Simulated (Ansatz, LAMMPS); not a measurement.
## Finding the fault: glassy 67P2O5-33MgO (mol %) (80 atoms)

Program: Ansatz 0.2.0. The cell: 20 P, 5 Mg and 55 O.

The input, input.yaml:

```yaml
crystal:
  lattice:
    - [10.137, 0.0, 0.0]
    - [0.0, 10.137, 0.0]
    - [0.0, 0.0, 10.137]
  atoms:
    - { symbol: P, position: [0.47375, 0.8813, 0.91748] }
    - { symbol: P, position: [0.06331, 0.81477, 0.54975] }
    - { symbol: P, position: [0.18546, 0.47745, 0.96002] }
    - { symbol: P, position: [0.62355, 0.19789, 0.23108] }
    - { symbol: P, position: [0.29242, 0.61594, 0.54516] }
    - { symbol: P, position: [0.80132, 0.38472, 0.06004] }
    - { symbol: P, position: [0.14269, 0.32957, 0.61067] }
    - { symbol: P, position: [0.304, 0.92164, 0.16554] }
    - { symbol: P, position: [0.63771, 0.36879, 0.79754] }
    - { symbol: P, position: [0.79222, 0.89617, 0.92892] }
    - { symbol: P, position: [0.08868, 0.90019, 0.83228] }
    - { symbol: P, position: [0.83754, 0.99421, 0.29976] }
    - { symbol: P, position: [0.45755, 0.39176, 0.39854] }
    - { symbol: P, position: [0.12734, 0.6761, 0.18596] }
    - { symbol: P, position: [0.85294, 0.35572, 0.57385] }
    - { symbol: P, position: [0.82907, 0.63993, 0.49044] }
    - { symbol: P, position: [0.5293, 0.58753, 0.18973] }
    - { symbol: P, position: [0.42977, 0.58939, 0.81973] }
    [... 56 atom lines left out ...]
    - { symbol: O, position: [0.07428, 0.49709, 0.86199] }
    - { symbol: O, position: [0.71067, 0.07888, 0.26924] }
    - { symbol: O, position: [0.94273, 0.73113, 0.53734] }
    - { symbol: O, position: [0.2275, 0.26986, 0.71898] }
    - { symbol: O, position: [0.61689, 0.90418, 0.96504] }
    - { symbol: O, position: [0.54799, 0.49556, 0.30994] }
kpoints:
  mp_grid: { grid: [1, 1, 1] }
hamiltonian:
  xc: pbe
scf:
  occupations: { method: fixed }
  eigensolver: { kind: { support_functions: { accuracy: medium, radius: 3.08 } } }
  max_iter: 150
output:
  forces: true
  eigenvalues: true
```

The run is started by

```console
$ ansatz run input.yaml --threads 4 --pin off --max-ram 8192MiB --backend cpu --events-out ev --progress --plain --runs-dir out
```

Log:

```text
Warning: scf.eigensolver.kind.support_functions: disabling space-group detection — the functions' gradient is summed over unrotated k-points, so no spatial operation reduces the k-mesh or symmetrises the density; time reversal is kept, so that k and −k are solved as one point where they differ and the mesh holds both, and exact exchange and, on two spinor components, a DFT+U term hold to it where the run has them: [...]
Warning: basis.ecutwfc = 464 eV, auto-derived: no grid that the accuracy of the support functions lays serves the files at the lower one that their records recommend; a deck with other species or settings can derive another value
settings of this run that can trade accuracy for cost: scf.eigensolver.kind.support_functions [...]
Engine: ansatz 0.2.0, aarch64-unknown-linux-gnu
Pseudopotentials: kind: paw
Pseudopotential: P, paw, valence charge 5, recommended cutoff 420 eV (normal), P.paw.azcp
Pseudopotential: Mg, paw, valence charge 10, recommended cutoff 420 eV (normal), Mg.paw.azcp
Pseudopotential: O, paw, valence charge 6, recommended cutoff 420 eV (normal), O.paw.azcp
[... 5 lines on functional and potentials left out ...]
Error: SCF: the radius of support functions is under 3.45 Å, the least for these sites at the functions' level (scf.eigensolver.kind.support_functions.accuracy). Use scf.eigensolver.kind: auto, or type scf.eigensolver.kind.support_functions.radius at least as long, [...]
```

The job ended after 4.4 s (4 threads of Arm Neoverse V1, shared host; peak memory 0.26 GiB).

Q: Name the fault and the fix.

A radius under the least that the level allows: support_functions.radius = 3.08.

The fix is to use a longer radius.

The run ended with an error.

[Long decimals in the printed logs are rounded to 6 places.]

[Logs are printed without paths, hosts, clocks, repeated set-up lines and the standing remarks that a program may print on its own settings, such as how far it seeks lower states.]

[Hosts, paths, dates, database ids (printed as entryN), source tags and the programs' standing remarks are cut or masked in the printed files.]
